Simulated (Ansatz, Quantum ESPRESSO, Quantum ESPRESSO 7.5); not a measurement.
# Work function of Ta(110), 5 layers, one monolayer of C on longbridge sites

Wanted: work functions and the surface dipole of Ta(110), 5 layers, one monolayer of C on longbridge sites at several levels, with their cost.

Method: plane-wave DFT, PBE, GBRV ultrasoft pseudopotentials (geometry and cross-check by Ansatz 0.2.0 with PAW datasets; geometry under PBE), in Quantum ESPRESSO 7.5.

Report form: the programs' logs are mostly left out.

## 1. The structure

The cell holds 6 atoms: 5 Ta and 1 C. Its edges and angles: a = 2.867 Å, b = 2.867 Å, c = 28.362 Å, α = 90.0°, β = 90.0°, γ = 70.5°. It derives from Ta. Vacuum lies along c.

## 2. Relaxation with Ansatz

A relaxation in Ansatz fixes the structure of this slab for the runs on it.

File input.yaml:

```yaml
crystal:
  lattice:
    - [2.3405234457, -1.655, 0.0]
    - [2.3405234457, 1.655, 0.0]
    - [0.0, 0.0, 28.3620937829]
  atoms:
    - { symbol: Ta, position: [0.0, 0.0, 0.2926441208] }
    - { symbol: Ta, position: [0.5, 0.5, 0.3751670637] }
    - { symbol: Ta, position: [0.0, 0.0, 0.4576900066] }
    - { symbol: Ta, position: [0.5, 0.5, 0.5402129495] }
    - { symbol: Ta, position: [0.0, 0.0, 0.6227358924] }
    - { symbol: C, position: [0.5, 0.5, 0.6869077441] }
kpoints:
  mp_grid: { grid: [10, 10, 1] }
hamiltonian:
  xc: pbe
scf:
  occupations: { method: fermi_dirac, width: 0.1 }
  convergence: { dr2_threshold: 1.0e-08 }
efield:
  axis: 3
  dipole_correction: true
  ramp_position: 0.97
  ramp_width: 0.04
relax:
  f_tol: 0.01
  constraints: [{ sites: [0, 1, 2] }]
output:
  write_potential: true
  write_density: true
  volumetric_format: npy
```

Run with:

```console
ansatz run input.yaml --threads 4 --pin off --max-ram 8192MiB --backend cpu --events-out ev --progress --plain --runs-dir out
```

The job ended after 36 s (4 threads of Intel Xeon Platinum 8488C (Sapphire Rapids), shared host; peak memory 0.69 GiB; 2.3 min of CPU time).

The steps of the relaxation:

| step | energy less that of the first step (eV) | largest force component (eV/Å) |
| --- | --- | --- |
| 1 | 0.0000 | 3.3890 |
| 2 | -1.2618 | 3.2633 |
| 3 | -1.9237 | 0.7269 |
| 4 | -1.9814 | 0.4138 |
| 5 | -1.9959 | 0.0581 |
| 6 | -1.9960 | 0.0534 |
| 7 | -1.9963 | 0.0013 |

The atoms that moved most (Å):

| atom | dx | dy | dz | length |
| --- | --- | --- | --- | --- |
| C6 | 0.000 | 0.000 | -0.650 | 0.650 |
| Ta5 | 0.000 | 0.000 | 0.104 | 0.104 |
| Ta4 | 0.000 | 0.000 | -0.036 | 0.036 |

Final coordinates:

```cif
data_structure
_symmetry_space_group_name_H-M 'P 1'
_symmetry_Int_Tables_number 1
_cell_length_a 2.8665
_cell_length_b 2.8665
_cell_length_c 28.3621
_cell_angle_alpha 90.000
_cell_angle_beta 90.000
_cell_angle_gamma 70.529
_cell_volume 219.72
loop_
_atom_site_label
_atom_site_type_symbol
_atom_site_fract_x
_atom_site_fract_y
_atom_site_fract_z
_atom_site_occupancy
Ta1 Ta 0.00000 0.00000 0.29264 1
Ta2 Ta 0.50000 0.50000 0.37517 1
Ta3 Ta 0.00000 0.00000 0.45769 1
Ta4 Ta 0.50000 0.50000 0.53896 1
Ta5 Ta 0.00000 0.00000 0.62639 1
C6 C 0.50000 0.50000 0.66399 1
```

The relaxation lowers the energy by 333 meV an atom. Held were the atoms numbered 1, 2 and 3; the forces quoted are those on the free ones.

This step gave:

```
free energy                     : -49908.9539 eV
energy at zero smearing         : -49908.8609 eV
smearing term TS                : 0.1861 eV
Fermi energy                    : 5.006 eV
symmetry operations             : 4
work function of the upper face : 6.070 eV
work function of the lower face : 4.799 eV
dipole along the normal         : -0.05445 e·Å
```

## 3. Ground state

The two faces differ, so the slab has a dipole. tefield with eamp = 0 and dipfield cancel the false field of the periodic images; the ramp (emaxpos, eopreg) must lie in the vacuum. pw.x drops all symmetry for this, which costs k-points.

Level of this step: plane-wave DFT, PBE, GBRV ultrasoft pseudopotentials (Quantum ESPRESSO 7.5).

File scf.in:

```
&control
  prefix = 'scf'
  outdir = './out'
  pseudo_dir = './pseudo'
  calculation = 'scf'
  tprnfor = .true.
  tefield = .true.
  dipfield = .true.
/
&system
  ibrav = 0
  nat = 6
  ntyp = 2
  ecutwfc = 40
  ecutrho = 200
  occupations = 'smearing'
  smearing = 'mv'
  degauss = 0.02
  edir = 3
  emaxpos = 0.97
  eopreg = 0.04
  eamp = 0.0
/
&electrons
  conv_thr = 1e-07
  mixing_beta = 0.4
  electron_maxstep = 120
  mixing_mode = 'local-TF'
/
ATOMIC_SPECIES
  Ta  180.9479  ta_pbe_v1.uspp.F.UPF
  C   12.0110  c_pbe_v1.2.uspp.F.UPF
CELL_PARAMETERS angstrom
  2.34052344570000 -1.65500000000000 0.00000000000000
  2.34052344570000 1.65500000000000 0.00000000000000
  0.00000000000000 0.00000000000000 28.36209378290000
ATOMIC_POSITIONS crystal
  Ta  0.000000000000 0.000000000000 0.292644120800
  Ta  0.500000000000 0.500000000000 0.375167063700
  Ta  0.000000000000 0.000000000000 0.457690006600
  Ta  0.500000000000 0.500000000000 0.538955122587
  Ta  0.000000000000 0.000000000000 0.626394633687
  C   0.500000000000 0.500000000000 0.663991457919
K_POINTS automatic
  10 10 1 0 0 0
```

Run with:

```console
OMP_NUM_THREADS=1 mpirun -n 4 pw.x -nk 4 -in scf.in > scf.out
```

The job ended after 2.1 min (4 MPI ranks; peak memory 0.93 GiB).

Read from the output:

| Item | Value |
| --- | --- |
| free energy | -9804.7919 eV |
| Fermi energy | 4.982 eV |
| dipole along the normal | -0.05242 e·Å |

The run needed 25 iterations to bring the estimated error under 1e-07 Ry; the largest force on any atom, held or free, is 0.53 eV/Å.

## 4. Potential by pp.x

The vacuum level is read from the electrostatic potential (plot_num = 11), averaged over planes.

File pot.in:

```
&inputpp
  prefix = 'scf'
  outdir = './out'
  filplot = 'pot.dat'
  plot_num = 11
/
```

Run with:

```console
OMP_NUM_THREADS=1 mpirun -n 4 pp.x -in pot.in > pot.out
```

Run time: 1.4 s. Hardware: 4 MPI ranks; peak memory 0.14 GiB; 4 s of CPU time.

This step gave:

* slope of the potential above: 4.32e-5 eV/Å
* upper vacuum line continued to the top atoms, over the Fermi level: 6.070 eV
* work function of the lower face: 4.845 eV
* slope of the potential below: -5.84e-4 eV/Å
* lower vacuum line continued to the bottom atoms, over the Fermi level: 4.842 eV

The potential energy, planar mean oscillates, so the rows of the table below give means over windows of 2.33 Å about each position, cut where the curve ends. Its maxima inside the range that stand out by 2 % of the span (Å: eV): 9.5: -1.26, 11.8: -1.32, 14.1: -1.57, 16.5: -0.850, 27.3: 6.07. Its minima: 8.1: -7.91, 10.6: -7.71, 13.0: -7.66, 15.4: -7.66, 18.7: -11.6.

Electrostatic potential energy of an electron, with the sawtooth; zero at the Fermi level. The potential energy, planar mean by z; means over each step:

| z (Å) | potential energy, planar mean (eV) |
| --- | --- |
| 1.17 | 4.86 |
| 3.50 | 4.84 |
| 5.83 | 4.21 |
| 8.16 | -5.29 |
| 10.48 | -5.37 |
| 12.82 | -5.36 |
| 15.14 | -5.41 |
| 17.48 | -6.74 |
| 19.80 | 1.33 |
| 22.13 | 6.07 |
| 24.46 | 6.07 |
| 26.80 | 6.02 |

Electrostatic potential energy in the ca plane at fractional y = 0.500, with atoms of Ta and C within 0.2 Å of it. With pseudopotentials it is smooth inside the atoms' cores, unlike the true potential.

Values in eV, 5 rows by 16 columns, each cell a mean:
```
-10  -3  -1  -1  -4  -9   0  -2  -1   4   6   6   6   6   6   6
-13 -10   0   0 -12 -13  -5  -1 -13  -4   6   6   6   6   6   6
 -6 -11   1   1 -12  -8  -7   0 -16  -8   6   6   6   6   6   6
-15  -8   0   0 -10 -15  -3  -1  -8  -1   6   6   6   6   6   6
 -5   0  -1  -1  -1  -5   1  -3   0   4   6   6   6   6   6   6
```
Columns run along c (16.0 Å, from fractional 0.36 to 0.93 of the cell; values clipped at the 3rd and 97th percentile), rows up along a (2.9 Å). Atoms in or near the plane, at fractional coordinates: Ta at (0.38, 0.50), Ta at (0.54, 0.50), C at (0.66, 0.50).

The vacuum is flat to 0.6 meV/Å, so its level is well defined. Inside the slab the curve depends on the local part of the pseudopotentials; only the vacuum level has a meaning of its own.

## 5. Planar and running averages

A running mean over one period damps the atomic wiggles and leaves the mean of this pseudopotential's potential.

File avg.in:

```
1
pot.dat
1.0
485
3
4.4229483007
```

Run with:

```console
OMP_NUM_THREADS=1 average.x < avg.in > avg.out
```

It took 1.2 s on 1 MPI rank; peak memory 0.1 GiB.

This step gave:

- average.x's running mean inside the slab, on the run's own zero: -0.3734 eV
- mean potential by an exact Fourier window inside the slab, on the run's own zero: -0.3736 eV

The potential energy (planar mean) oscillates, so the rows of the table below give means over windows of 2.4 Å about each position, cut where the curve ends. Its maxima inside the range that stand out by 2 % of the span (Å: eV): 9.4: -1.33, 11.8: -1.39, 14.1: -1.61, 16.5: -0.824, 27.3: 6.07. Its minima: 8.1: -7.92, 10.6: -7.71, 12.9: -7.66, 15.4: -7.66, 18.7: -11.6.

Electrostatic potential energy of an electron, with the sawtooth; zero at the Fermi level; window 2.3405 Å. The potential energy by z; means over each step:

| z (Å) | planar mean (eV) | running mean (eV) |
| --- | --- | --- |
| 1.20 | 4.86 | 4.94 |
| 3.60 | 4.84 | 4.83 |
| 6.00 | 3.86 | 3.02 |
| 8.40 | -5.37 | -4.74 |
| 10.80 | -5.27 | -5.36 |
| 13.20 | -5.33 | -5.41 |
| 15.60 | -5.16 | -5.27 |
| 18.00 | -8.25 | -6.42 |
| 20.40 | 4.86 | 3.50 |
| 22.80 | 6.07 | 6.07 |
| 25.20 | 6.07 | 6.07 |
| 27.60 | 5.89 | 5.79 |

Where the running mean is not flat inside, average.x's window, rounded to the grid, doesn't match the spacings there.

## 6. Density by pp.x

plot_num = 0 writes the valence density.

File rho.in:

```
&inputpp
  prefix = 'scf'
  outdir = './out'
  filplot = 'rho.dat'
  plot_num = 0
/
```

Run with:

```console
OMP_NUM_THREADS=1 mpirun -n 4 pp.x -in rho.in > rho.out
```

The job ended after 1.3 s (4 MPI ranks; peak memory 0.14 GiB; 4 s of CPU time).

This step gave:

| Item | Value |
| --- | --- |
| electrons by integration | 69.00 e |

The valence density, planar mean oscillates, so the rows of the table below give means over windows of 1 Å about each position, cut where the curve ends. Its maxima inside the range that stand out by 2 % of the span (Å: e/Å³): 8.1: 1.17, 8.5: 1.18, 10.4: 1.17, 10.9: 1.17, 12.7: 1.17, 13.2: 1.18, 15.1: 1.18, 15.5: 1.17, 17.5: 1.18, 18.0: 1.26. Its minima: 8.3: 1.13, 9.5: 0.275, 10.6: 1.12, 11.8: 0.272, 13.0: 1.12, 14.1: 0.283, 15.3: 1.12, 16.6: 0.231, 17.7: 1.15.

Mean over planes. Table of valence density, planar mean by z; means over each step:

z (Å), valence density, planar mean (e/Å³) and a bar:
```
        3       0.00 
        4       0.00 
        5       0.00 
        6       0.01 
        7       0.11 ###
        8       0.94 #########################
        9       0.62 #################
       10       0.67 ##################
       11       0.90 ########################
       12       0.40 ###########
       13       1.09 #############################
       14       0.40 ###########
       15       0.97 ##########################
       16       0.59 ################
       17       0.54 ##############
       18       1.12 ##############################
       19       0.48 #############
       20       0.06 ##
       21       0.00 
       22       0.00
```

Valence density in the ca plane at fractional y = 0.500, with atoms of Ta and C within 0.2 Å of it. It is the smooth field of the valence electrons, not physical close to the nuclei.

Ten steps, logarithmic in the rise over the least value, from '0' (-2.3 e/Å³) to '9' (4.4 e/Å³), each cell a mean:
```
78877777777778887777777777777777777777777777
88887777777788988777788888777777777777777777
99988777777889998777788888777777777777777777
96998777777899099877788888877777777777777777
99998777777899998877788888877777777777777777
89988777777789998777788888777777777777777777
88887777777778887777778887777777777777777777
77777777777777777777777777777777777777777777
```
Columns run along c (16.0 Å, from fractional 0.36 to 0.93 of the cell), rows up along a (2.9 Å). Atoms in or near the plane, at fractional coordinates: Ta at (0.38, 0.50), Ta at (0.54, 0.50), C at (0.66, 0.50).

The density integrates to 69.000 electrons, as the 69 of the input ask.

## 7. Projections on atomic orbitals

projwfc.x splits the states by atom and orbital; the spilling says how much the atomic basis misses.

File pdos.in:

```
&projwfc
  prefix = 'scf'
  outdir = './out'
  filpdos = 'pdos'
  Emin = -3.018
  Emax = 8.982
  DeltaE = 0.1
  ngauss = 0
  degauss = 0.01
/
```

Run with:

```console
OMP_NUM_THREADS=1 mpirun -n 4 projwfc.x -in pdos.in > pdos.out
```

Run time: 3 s. Hardware: 4 MPI ranks; peak memory 0.26 GiB; 11 s of CPU time.

Numbers from this step:

```
spilling of the projection : 0.001
```

Projected DOS an atom over height of the atomic layer and energy from the Fermi level. Columns are the atomic layers from the bottom up.

Values in states/eV, 22 rows by 6 columns, each cell a mean:
```
0.69 0.35 0.34 0.46 0.51 0.19
1.09 0.47 0.47 0.66 0.51 0.30
1.16 0.81 0.83 0.86 0.63 0.75
1.80 1.20 1.16 1.02 0.36 0.41
2.14 1.43 1.55 1.55 0.38 0.33
1.51 1.35 1.52 1.66 0.59 0.39
1.75 1.94 1.89 1.50 0.76 0.50
0.62 0.65 0.69 0.82 0.96 0.72
0.49 0.48 0.55 0.81 1.17 0.93
0.86 1.03 0.89 1.00 0.93 0.62
0.83 1.03 0.94 0.80 0.54 0.32
0.61 0.79 0.67 0.64 0.79 0.47
0.44 0.70 0.75 0.63 0.97 0.69
0.33 0.45 0.48 0.45 1.05 0.77
0.18 0.21 0.20 0.23 0.43 0.27
0.14 0.19 0.20 0.28 0.50 0.25
0.11 0.14 0.13 0.17 0.17 0.07
0.09 0.11 0.11 0.11 0.04 0.01
0.06 0.11 0.12 0.08 0.02 0.00
0.03 0.05 0.06 0.04 0.01 0.00
0.02 0.05 0.05 0.03 0.01 0.00
0.00 0.00 0.00 0.00 0.00 0.00
```
Columns: height of the atomic layer (Å) from 8.3 to 18.8 (not evenly spaced); rows upwards: energy from the Fermi level (eV) from -8.00 to 1.40.

The atomic orbitals miss 0.1 % of the occupied states; for empty states the projections can miss much more.

## 8. SCF with pw.x: open boundaries by the effective screening medium

Open boundaries by another road: assume_isolated = 'esm' with bc1, the slab centred on z = 0.

File esm.in:

```
&control
  prefix = 'esm'
  outdir = './out'
  pseudo_dir = './pseudo'
  calculation = 'scf'
  tprnfor = .true.
/
&system
  ibrav = 0
  nat = 6
  ntyp = 2
  ecutwfc = 40
  ecutrho = 200
  occupations = 'smearing'
  smearing = 'mv'
  degauss = 0.02
  assume_isolated = 'esm'
  esm_bc = 'bc1'
/
&electrons
  conv_thr = 1e-07
  mixing_beta = 0.4
  electron_maxstep = 120
  mixing_mode = 'local-TF'
/
ATOMIC_SPECIES
  Ta  180.9479  ta_pbe_v1.uspp.F.UPF
  C   12.0110  c_pbe_v1.2.uspp.F.UPF
CELL_PARAMETERS angstrom
  2.34052344570000 -1.65500000000000 0.00000000000000
  2.34052344570000 1.65500000000000 0.00000000000000
  0.00000000000000 0.00000000000000 28.36209378290000
ATOMIC_POSITIONS crystal
  Ta  0.000000000000 0.000000000000 -0.185673668559
  Ta  0.500000000000 0.500000000000 -0.103150725659
  Ta  0.000000000000 0.000000000000 -0.020627782759
  Ta  0.500000000000 0.500000000000 0.060637333227
  Ta  0.000000000000 0.000000000000 0.148076844328
  C   0.500000000000 0.500000000000 0.185673668559
K_POINTS automatic
  10 10 1 0 0 0
```

Run with:

```console
OMP_NUM_THREADS=1 mpirun -n 4 pw.x -nk 4 -in esm.in > esm.out
```

Wall time 2.3 min (4 MPI ranks); peak memory 0.88 GiB; 9.3 min of CPU time.

Read from the output:

| Property | Result |
| --- | --- |
| free energy | -9804.7920 eV |
| Fermi energy | -5.455 eV |
| vacuum line at the lower end of the cell, over the Fermi level | 4.857 eV |
| vacuum line at the upper end of the cell, over the Fermi level | 6.054 eV |

The potential energy, planar mean oscillates, so the rows of the table below give means over windows of 2.34 Å about each position, cut where the curve ends. Its maxima inside the range that stand out by 2 % of the span (Å: eV): -4.1: -1.25, -1.8: -1.31, 0.6: -1.59, 2.9: -0.819. Its minima: -5.5: -7.91, -2.9: -7.71, -0.6: -7.66, 1.9: -7.67, 5.0: -11.6.

Electrostatic potential energy of an electron; zero at the Fermi level. Potential energy, planar mean against z; means over each step:

| z (Å) | potential energy, planar mean (eV) |
| --- | --- |
| -12.95 | 4.86 |
| -10.61 | 4.86 |
| -8.27 | 4.66 |
| -5.93 | -3.66 |
| -3.59 | -5.34 |
| -1.25 | -5.35 |
| 1.09 | -5.49 |
| 3.43 | -5.46 |
| 5.77 | -2.03 |
| 8.11 | 6.04 |
| 10.45 | 6.05 |
| 12.79 | 6.05 |

The vacuum levels are read from the outermost 0.7 Å of the cell on either side.

The run needed 32 iterations to bring the estimated error under 1e-07 Ry; the largest force on any atom, held or free, is 0.53 eV/Å.

The upper level is 6.054 eV against 6.070 eV from the periodic run.

## 9. Ground state: PBE, PseudoDojo norm-conserving

The geometry stays; functional or pseudopotentials change.

Level of this step: plane-wave DFT, PBE, PseudoDojo norm-conserving pseudopotentials (Quantum ESPRESSO 7.5).

dojo-pbe.in, as its differences from the input of step 8:

```diff
@@ -1,3 +1,3 @@
 &control
-  prefix = 'esm'
+  prefix = 'dojo-pbe'
   outdir = './out'
@@ -11,4 +11,4 @@
   ntyp = 2
-  ecutwfc = 40
-  ecutrho = 200
+  ecutwfc = 74
+  ecutrho = 296
   occupations = 'smearing'
@@ -26,4 +26,4 @@
 ATOMIC_SPECIES
-  Ta  180.9479  ta_pbe_v1.uspp.F.UPF
-  C   12.0110  c_pbe_v1.2.uspp.F.UPF
+  Ta  180.9479  Ta.dojo-sr-pbe-0.4.1-standard.upf
+  C   12.0110  C.dojo-sr-pbe-0.4.1-standard.upf
 CELL_PARAMETERS angstrom
```

Run with:

```console
OMP_NUM_THREADS=1 mpirun -n 4 pw.x -nk 4 -in dojo-pbe.in > dojo-pbe.out
```

Elapsed: 6.1 min, on 4 MPI ranks; peak memory 1.1 GiB.

This step gave:

```
free energy                                                    : -9018.3784 eV
Fermi energy                                                   : -5.456 eV
vacuum line at the lower end of the cell, over the Fermi level : 4.842 eV
vacuum line at the upper end of the cell, over the Fermi level : 6.071 eV
```

The potential energy, planar mean oscillates, so the rows of the table below give means over windows of 2.36 Å about each position, cut where the curve ends. Its maxima inside the range that stand out by 2 % of the span (Å: eV): -4.1: -1.27, -1.8: -1.35, 0.6: -1.57, 2.9: -0.796. Its minima: -5.3: -30.0, -2.9: -29.9, -0.6: -29.8, 1.7: -29.8, 4.2: -30.5.

Electrostatic potential energy of an electron; zero at the Fermi level. Table of potential energy, planar mean by z; means over each step:

| z (Å) | potential energy, planar mean (eV) |
| --- | --- |
| -13.00 | 4.84 |
| -10.64 | 4.84 |
| -8.28 | 4.65 |
| -5.92 | -11.3 |
| -3.56 | -13.5 |
| -1.20 | -13.5 |
| 1.16 | -13.7 |
| 3.52 | -13.3 |
| 5.88 | -1.62 |
| 8.24 | 6.06 |
| 10.60 | 6.07 |
| 12.96 | 6.07 |

The upper face goes from 6.054 eV (PBE, GBRV) to 6.071 eV, a change of +0.017 eV, a small one, from the pseudopotentials and their cutoffs.

## 10. SCF with pw.x: RPBE, GBRV ultrasoft

Level of this step: plane-wave DFT, RPBE, GBRV ultrasoft pseudopotentials made under PBE (Quantum ESPRESSO 7.5). input_dft overrides the functional of the files.

gbrv-rpbe.in, as its differences from the input of step 9:

```diff
@@ -1,3 +1,3 @@
 &control
-  prefix = 'dojo-pbe'
+  prefix = 'gbrv-rpbe'
   outdir = './out'
@@ -11,4 +11,5 @@
   ntyp = 2
-  ecutwfc = 74
-  ecutrho = 296
+  ecutwfc = 40
+  ecutrho = 200
+  input_dft = 'rpbe'
   occupations = 'smearing'
@@ -26,4 +27,4 @@
 ATOMIC_SPECIES
-  Ta  180.9479  Ta.dojo-sr-pbe-0.4.1-standard.upf
-  C   12.0110  C.dojo-sr-pbe-0.4.1-standard.upf
+  Ta  180.9479  ta_pbe_v1.uspp.F.UPF
+  C   12.0110  c_pbe_v1.2.uspp.F.UPF
 CELL_PARAMETERS angstrom
```

Run with:

```console
OMP_NUM_THREADS=1 mpirun -n 4 pw.x -nk 4 -in gbrv-rpbe.in > gbrv-rpbe.out
```

Elapsed: 2.2 min, on 4 MPI ranks; peak memory 0.92 GiB; 8.9 min of CPU time.

This step gave:

| Property | Result |
| --- | --- |
| free energy | -9808.7334 eV |
| Fermi energy | -5.359 eV |
| vacuum line at the lower end of the cell, over the Fermi level | 4.752 eV |
| vacuum line at the upper end of the cell, over the Fermi level | 5.967 eV |

The potential energy, planar mean oscillates, so the rows of the table below give means over windows of 2.34 Å about each position, cut where the curve ends. Its maxima inside the range that stand out by 2 % of the span (Å: eV): -4.1: -1.32, -1.8: -1.38, 0.6: -1.66, 2.9: -0.914. Its minima: -5.5: -7.97, -2.9: -7.78, -0.6: -7.73, 1.9: -7.75, 5.0: -11.6.

Electrostatic potential energy of an electron; zero at the Fermi level. The potential energy, planar mean by z; means over each step:

| z (Å) | potential energy, planar mean (eV) |
| --- | --- |
| -12.95 | 4.75 |
| -10.61 | 4.75 |
| -8.27 | 4.56 |
| -5.93 | -3.73 |
| -3.59 | -5.41 |
| -1.25 | -5.42 |
| 1.09 | -5.57 |
| 3.43 | -5.55 |
| 5.77 | -2.08 |
| 8.11 | 5.95 |
| 10.45 | 5.97 |
| 12.79 | 5.97 |

The upper face goes from 6.054 eV (PBE, GBRV) to 5.967 eV, a change of -0.087 eV.

(Continued in part 2 of 2.)

[Logs are printed without paths, hosts, clocks, repeated set-up lines and the standing remarks that a program may print on its own settings, such as how far it seeks lower states.]

[Hosts, paths, dates, database ids (printed as entryN), source tags and the programs' standing remarks are cut or masked in the printed files.]

[Maps of the electrostatic potential energy from Ansatz leave out the sawtooth potential of an applied field or a dipole correction, so their vacuum need not be flat; planar profiles and work functions include it.]
